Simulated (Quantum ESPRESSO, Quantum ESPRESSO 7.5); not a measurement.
**CaO(001): a series in the number of layers**

What law, if any, do the results for CaO(001) follow against the number of layers?

Method: plane-wave DFT, PBE, GBRV ultrasoft pseudopotentials, in Quantum ESPRESSO 7.5.

### 1. Set-up

It takes space group Fm-3m (No. 225, cubic). Conventional cell: a = 4.840 Å, b = 4.840 Å, c = 4.840 Å, α = 90.00°, β = 90.00°, γ = 90.00°. Nearest to Ca lie 6 O at 2.42 Å. O has 6 Ca at 2.42 Å nearest. Farther neighbours and most contacts between anions are not listed.

Set-up: Free-standing symmetric slabs with 16 Å of vacuum in the starting cell; all atoms relax without a field to tight forces. A sawtooth field of 0.1 V/Å with dipole correction is then applied with the ions held (f1) and with the ions free (r1). Fixed occupations. The slabs take the lattice constants of the bulk relaxed by the same program.

Members 5, 6 and 7 took the same steps and show in the table alone.

### 2. Relaxing cell and ions of the reference

The bulk crystal is relaxed in cell and atoms; the members are built on its lattice constants.

File ref.vc.in:

```
&control
  prefix = 'ref.vc'
  outdir = './out'
  pseudo_dir = './pseudo'
  nstep = 40
  forc_conv_thr = 0.0003
  calculation = 'vc-relax'
/
&system
  ibrav = 0
  nat = 4
  ntyp = 2
  ecutwfc = 50
  ecutrho = 250
  occupations = 'smearing'
  smearing = 'fd'
  degauss = 0.002
/
&electrons
  conv_thr = 1e-09
  mixing_beta = 0.4
  electron_maxstep = 120
/
&ions
/
&cell
  press_conv_thr = 0.3
/
ATOMIC_SPECIES
  Ca  40.0780  ca_pbe_v1.uspp.F.UPF
  O   15.9990  o_pbe_v1.2.uspp.F.UPF
CELL_PARAMETERS angstrom
  3.42239682094289 0.00000000000000 0.00000000000000
  0.00000000000000 3.42239682094289 0.00000000000000
  0.00000000000000 0.00000000000000 4.84000000000000
ATOMIC_POSITIONS crystal
  Ca  0.000000000000 0.000000000000 0.000000000000
  O   0.500000000000 0.500000000000 0.000000000000
  Ca  0.500000000000 0.500000000000 0.500000000000
  O   0.000000000000 0.000000000000 0.500000000000
K_POINTS automatic
  7 7 5 0 0 0
```

Launch:

```sh
$ OMP_NUM_THREADS=1 mpirun -n 4 pw.x -nk 4 -in ref.vc.in > ref.vc.out
```

What it wrote:

```text
Program PWSCF v.7.5 starts
[citation notice left out]

     Parallel version (MPI & OpenMP), running on       4 processor cores
     Number of MPI processes:                 4
     Threads/MPI process:                     1

     MPI processes distributed on     1 nodes
[...]
Current dimensions of program PWSCF are:
     Max number of different atomic species (ntypx) = 10
     Max number of k-points (npk) =  40000
     Max angular momentum in pseudopotentials (lmaxx) =  4
     Found identity + ( -0.5000 -0.5000 -0.5000) symmetry
     This is a supercell, fractional translations are disabled
     Message from routine setup:
     using ibrav=0 with symmetry is DISCOURAGED, use correct ibrav instead

     K-points division:     npool     =       4
     Subspace diagonalization in iterative solution of the eigenvalue problem:
     a serial algorithm will be used

     G-vector sticks info
     --------------------
     sticks:   dense  smooth     PW     G-vecs:    dense   smooth      PW
     Sum         829     665    193                25411    18249    2983

     Using Slab Decomposition

     bravais-lattice index     =            0
     lattice parameter (alat)  =       6.4674  a.u.
     unit-cell volume          =     382.5628 (a.u.)^3
     number of atoms/cell      =            4
     number of atomic types    =            2
     number of electrons       =        32.00
     number of Kohn-Sham states=           20
     kinetic-energy cutoff     =      50.0000  Ry
     charge density cutoff     =     250.0000  Ry
     scf convergence threshold =      1.0E-09
     mixing beta               =       0.4000
     number of iterations used =            8  plain     mixing
     energy convergence thresh.=      1.0E-04
     force convergence thresh. =      3.0E-04
     press convergence thresh. =      3.0E-01
     Exchange-correlation= SLA  PW   PBE  PBE
                           (   1   4   3   4   0   0   0)
     nstep                     =           40

     celldm(1)=   6.467393  celldm(2)=   0.000000  celldm(3)=   0.000000
     celldm(4)=   0.000000  celldm(5)=   0.000000  celldm(6)=   0.000000

     crystal axes: (cart. coord. in units of alat)
               a(1) = (   1.000000   0.000000   0.000000 )
               a(2) = (   0.000000   1.000000   0.000000 )
               a(3) = (   0.000000   0.000000   1.414214 )

     reciprocal axes: (cart. coord. in units 2 pi/alat)
               b(1) = (  1.000000  0.000000  0.000000 )
               b(2) = (  0.000000  1.000000  0.000000 )
               b(3) = (  0.000000  0.000000  0.707107 )

     PseudoPot. # 1 for Ca read from file:
     ./pseudo/ca_pbe_v1.uspp.F.UPF
     Pseudo is Ultrasoft + core correction, Zval = 10.0
     Generated by new atomic code, or converted to UPF format
     Using radial grid of  845 points,  6 beta functions with:
                l(1) =   0
                l(2) =   0
                l(3) =   1
                l(4) =   1
                l(5) =   2
                l(6) =   2
     Q(r) pseudized with  8 coefficients,  rinner =    1.500   1.500   1.500
                                                       1.500   1.500

     PseudoPot. # 2 for O  read from file:
     ./pseudo/o_pbe_v1.2.uspp.F.UPF
     Pseudo is Ultrasoft + core correction, Zval =  6.0
     Generated by new atomic code, or converted to UPF format
     Using radial grid of  737 points,  5 beta functions with:
                l(1) =   0
                l(2) =   0
                l(3) =   1
                l(4) =   1
                l(5) =   2
     Q(r) pseudized with  8 coefficients,  rinner =    0.900   0.900   0.900
                                                       0.900   0.900

     atomic species   valence    mass     pseudopotential
     Ca               10.00    40.07800     Ca( 1.00)
     O                 6.00    15.99900     O ( 1.00)

     16 Sym. Ops., with inversion, found

   Cartesian axes

     site n.     atom                  positions (alat units)
         1        Ca     tau(   1) = (   0.0000000   0.0000000   0.0000000  )
         2        O      tau(   2) = (   0.5000000   0.5000000   0.0000000  )
         3        Ca     tau(   3) = (   0.5000000   0.5000000   0.7071068  )
         4        O      tau(   4) = (   0.0000000   0.0000000   0.7071068  )

     number of k points=    30  Fermi-Dirac smearing, width (Ry)=  0.0020
                       cart. coord. in units 2pi/alat
        k(    1) = (   0.0000000   0.0000000   0.0000000), wk =   0.0081633
        k(    2) = (   0.0000000   0.0000000   0.1414214), wk =   0.0163265
        k(    3) = (   0.0000000   0.0000000   0.2828427), wk =   0.0163265
        k(    4) = (   0.0000000   0.1428571   0.0000000), wk =   0.0326531
        k(    5) = (   0.0000000   0.1428571   0.1414214), wk =   0.0653061
        k(    6) = (   0.0000000   0.1428571   0.2828427), wk =   0.0653061
        k(    7) = (   0.0000000   0.2857143   0.0000000), wk =   0.0326531
        k(    8) = (   0.0000000   0.2857143   0.1414214), wk =   0.0653061
        k(    9) = (   0.0000000   0.2857143   0.2828427), wk =   0.0653061
        k(   10) = (   0.0000000   0.4285714   0.0000000), wk =   0.0326531
[...]
k(   30) = (   0.4285714   0.4285714   0.2828427), wk =   0.0653061

     Dense  grid:    25411 G-vectors     FFT dimensions: (  36,  36,  48)

     Smooth grid:    18249 G-vectors     FFT dimensions: (  30,  30,  45)

     Estimated max dynamical RAM per process >      48.70 MB

     Estimated total dynamical RAM >     176.18 MB

     Check: negative core charge=   -0.000003

     Initial potential from superposition of free atoms

     starting charge      31.9891, renormalised to      32.0000
     Starting wfcs are   28 randomized atomic wfcs

     total cpu time spent up to now is        1.0 secs

     per-process dynamical memory:    34.8 Mb

     Self-consistent Calculation

     iteration #  1     ecut=    50.00 Ry     beta= 0.40
     Davidson diagonalization with overlap
     ethr =  1.00E-02,  avg # of iterations =  2.0

     total cpu time spent up to now is        1.5 secs

     total energy              =    -214.73399761 Ry
     estimated scf accuracy    <       1.00342921 Ry

     iteration #  2     ecut=    50.00 Ry     beta= 0.40
[...]
total energy              =    -215.00619063 Ry
     estimated scf accuracy    <       0.15299375 Ry

     iteration #  3     ecut=    50.00 Ry     beta= 0.40
[...]
number of iterations used =            8  plain     mixing
     press convergence thresh. =      3.0E-01
     Exchange-correlation= SLA  PW   PBE  PBE
                           (   1   4   3   4   0   0   0)

     celldm(1)=   6.467393  celldm(2)=   0.000000  celldm(3)=   0.000000
     celldm(4)=   0.000000  celldm(5)=   0.000000  celldm(6)=   0.000000

     crystal axes: (cart. coord. in units of alat)
               a(1) = (   0.997858   0.000000   0.000000 )
               a(2) = (   0.000000   0.997858   0.000000 )
               a(3) = (   0.000000   0.000000   1.411182 )

     reciprocal axes: (cart. coord. in units 2 pi/alat)
               b(1) = (  1.002147  0.000000  0.000000 )
               b(2) = (  0.000000  1.002147  0.000000 )
               b(3) = (  0.000000  0.000000  0.708626 )

     PseudoPot. # 1 for Ca read from file:
     ./pseudo/ca_pbe_v1.uspp.F.UPF
     Pseudo is Ultrasoft + core correction, Zval = 10.0
     Generated by new atomic code, or converted to UPF format
     Using radial grid of  845 points,  6 beta functions with:
                l(1) =   0
                l(2) =   0
                l(3) =   1
                l(4) =   1
                l(5) =   2
                l(6) =   2
     Q(r) pseudized with  8 coefficients,  rinner =    1.500   1.500   1.500
                                                       1.500   1.500

     PseudoPot. # 2 for O  read from file:
     ./pseudo/o_pbe_v1.2.uspp.F.UPF
     Pseudo is Ultrasoft + core correction, Zval =  6.0
     Generated by new atomic code, or converted to UPF format
     Using radial grid of  737 points,  5 beta functions with:
                l(1) =   0
                l(2) =   0
                l(3) =   1
                l(4) =   1
                l(5) =   2
     Q(r) pseudized with  8 coefficients,  rinner =    0.900   0.900   0.900
                                                       0.900   0.900

     atomic species   valence    mass     pseudopotential
     Ca               10.00    40.07800     Ca( 1.00)
     O                 6.00    15.99900     O ( 1.00)

     16 Sym. Ops., with inversion, found

   Cartesian axes

     site n.     atom                  positions (alat units)
         1        Ca     tau(   1) = (   0.0000000   0.0000000   0.0000000  )
         2        O      tau(   2) = (   0.4989289   0.4989289   0.0000000  )
         3        Ca     tau(   3) = (   0.4989289   0.4989289   0.7055909  )
         4        O      tau(   4) = (   0.0000000   0.0000000   0.7055909  )

     number of k points=    30  Fermi-Dirac smearing, width (Ry)=  0.0020
                       cart. coord. in units 2pi/alat
        k(    1) = (   0.0000000   0.0000000   0.0000000), wk =   0.0081633
        k(    2) = (   0.0000000   0.0000000   0.1417252), wk =   0.0163265
        k(    3) = (   0.0000000   0.0000000   0.2834504), wk =   0.0163265
        k(    4) = (   0.0000000   0.1431638   0.0000000), wk =   0.0326531
        k(    5) = (   0.0000000   0.1431638   0.1417252), wk =   0.0653061
        k(    6) = (   0.0000000   0.1431638   0.2834504), wk =   0.0653061
        k(    7) = (   0.0000000   0.2863277   0.0000000), wk =   0.0326531
        k(    8) = (   0.0000000   0.2863277   0.1417252), wk =   0.0653061
        k(    9) = (   0.0000000   0.2863277   0.2834504), wk =   0.0653061
        k(   10) = (   0.0000000   0.4294915   0.0000000), wk =   0.0326531
[...]
k(   30) = (   0.4294915   0.4294915   0.2834504), wk =   0.0653061

     Dense  grid:    25313 G-vectors     FFT dimensions: (  36,  36,  45)

     Smooth grid:    18209 G-vectors     FFT dimensions: (  30,  30,  45)

     Estimated max dynamical RAM per process >      48.65 MB

     Estimated total dynamical RAM >     176.04 MB

     Check: negative core charge=   -0.000003

     Initial potential from superposition of free atoms

     starting charge      31.9891, renormalised to      32.0000
     Starting wfcs are   28 randomized atomic wfcs

     total cpu time spent up to now is       20.2 secs

     per-process dynamical memory:    51.3 Mb

     Self-consistent Calculation

     iteration #  1     ecut=    50.00 Ry     beta= 0.40
     Davidson diagonalization with overlap
     c_bands:  1 eigenvalues not converged
     c_bands:  1 eigenvalues not converged
     ethr =  1.00E-06,  avg # of iterations = 12.7

     total cpu time spent up to now is       21.6 secs

     total energy              =    -214.75071265 Ry
     estimated scf accuracy    <       0.97770218 Ry

[...]
iteration # 16     ecut=    50.00 Ry     beta= 0.40
[...]
End of self-consistent calculation

          k = 0.0000 0.0000 0.0000 (  2277 PWs)   bands (ev):

   -30.0820 -29.9575 -11.4243 -11.0706 -11.0706 -10.8548 -10.8548 -10.8548
    -7.8270  -7.5898   6.3147   7.2447   7.2447   7.6216   7.6216   7.6216
    11.2864  12.2546  13.8291  13.8291

          k = 0.0000 0.0000 0.1417 (  2281 PWs)   bands (ev):

   -30.0699 -29.9692 -11.4328 -11.0500 -11.0500 -10.9900 -10.8755 -10.8755
    -7.6604  -7.4873   6.1262   7.0421   7.2476   7.2476   7.5417   7.5417
    11.4656  12.7811  13.4832  14.1941

          k = 0.0000 0.0000 0.2835 (  2260 PWs)   bands (ev):

   -30.0386 -30.0001 -11.3972 -11.2372 -10.9961 -10.9961 -10.9294 -10.9294
    -7.3919  -7.3353   5.9086   6.2006   7.2823   7.2823   7.3884   7.3884
    11.9777  12.7269  13.6864  14.6072

          k = 0.0000 0.1432 0.0000 (  2279 PWs)   bands (ev):

   -30.0698 -29.9575 -11.3903 -11.1930 -11.0498 -11.0156 -10.8766 -10.8549
    -7.6497  -7.4560   6.3443   6.8520   7.0908   7.1265   7.4018   7.5308
    11.8306  12.8375  13.7123  13.9792

          k = 0.0000 0.1432 0.1417 (  2281 PWs)   bands (ev):

   -30.0589 -29.9680 -11.4591 -11.1597 -11.1120 -11.0311 -10.8735 -10.8647
    -7.5019  -7.3582   6.1087   6.7863   6.8922   7.0882   7.2780   7.3309
    11.9924  13.3173  13.7429  14.2475

          k = 0.0000 0.1432 0.2835 (  2263 PWs)   bands (ev):

   -30.0305 -29.9958 -11.4911 -11.3787 -10.9982 -10.9823 -10.9221 -10.9082
    -7.2589  -7.2110   5.8372   6.0718   6.9541   7.0731   7.1088   7.1965
    12.4536  13.1161  14.1845  14.9629

[...]
the Fermi energy is    10.3518 ev

!    total energy              =    -215.02815949 Ry
     estimated scf accuracy    <          6.9E-12 Ry
     smearing contrib. (-TS)   =      -0.00000000 Ry
     internal energy E=F+TS    =    -215.02815949 Ry

     The total energy is F=E-TS. E is the sum of the following terms:
     one-electron contribution =     -53.14997454 Ry
     hartree contribution      =      42.19568804 Ry
     xc contribution           =     -38.77620187 Ry
     ewald contribution        =    -165.29767111 Ry

     convergence has been achieved in  16 iterations

     Forces acting on atoms (cartesian axes, Ry/au):

     atom    1 type  1   force =     0.00000000    0.00000000    0.00000000
     atom    2 type  2   force =     0.00000000    0.00000000    0.00000000
     atom    3 type  1   force =     0.00000000    0.00000000    0.00000000
     atom    4 type  2   force =     0.00000000    0.00000000    0.00000000

     Total force =     0.000000     Total SCF correction =     0.000000

     Computing stress (Cartesian axis) and pressure

          total   stress  (Ry/bohr**3)                   (kbar)     P=        0.06
   0.00000042   0.00000000   0.00000000            0.06        0.00        0.00
   0.00000000   0.00000042   0.00000000            0.00        0.06        0.00
   0.00000000   0.00000000   0.00000045            0.00        0.00        0.07

[...]
=------------------------------------------------------------------------------=
   JOB DONE.
=------------------------------------------------------------------------------=
```

Wall time 32 s (4 MPI ranks of Arm Neoverse V1, shared host); peak memory 0.33 GiB; 2.1 min of CPU time.

The steps of the relaxation:

| step | energy less that of the first step (eV) | largest force (eV/Å) | volume (Å³) |
| --- | --- | --- | --- |
| 1 | 0.0000 | 0.0000 | 56.69 |
| 2 | -0.0006 | 0.0000 | 56.50 |
| 3 | -0.0008 | 0.0000 | 56.33 |
| 4 | -0.0004 | 0.0000 | 56.33 |

| conventional cell, symmetrised | before | after | change |
| --- | --- | --- | --- |
| a (Å) | 4.840 | 4.830 | -0.2 % |
| b (Å) | 4.840 | 4.830 | -0.2 % |
| c (Å) | 4.840 | 4.830 | -0.2 % |
| volume (Å³/atom) | 14.17 | 14.08 | -0.6 % |

Final coordinates:

```xyz
4
Lattice="3.4151 0.0000 0.0000 0.0000 3.4151 0.0000 0.0000 0.0000 4.8296" Properties=species:S:1:pos:R:3 pbc="T T T"
Ca    0.0000    0.0000    0.0000
O     1.7075    1.7075    0.0000
Ca    1.7075    1.7075    2.4148
O     0.0000    0.0000    2.4148
```

 The last row is no step: it is a fresh SCF in the final cell with a new plane-wave basis, +0 meV from the row before.

This step gave:

* free energy: -2925.6072 eV
* Fermi energy: 10.35 eV

[end of part 1 of 12]

[Logs are printed without paths, hosts, clocks, repeated set-up lines and the standing remarks that a program may print on its own settings, such as how far it seeks lower states.]

[Hosts, paths, dates, database ids (printed as entryN), source tags and the programs' standing remarks are cut or masked in the printed files.]

[Maps of the electrostatic potential energy from Ansatz leave out the sawtooth potential of an applied field or a dipole correction, so their vacuum need not be flat; planar profiles and work functions include it.]
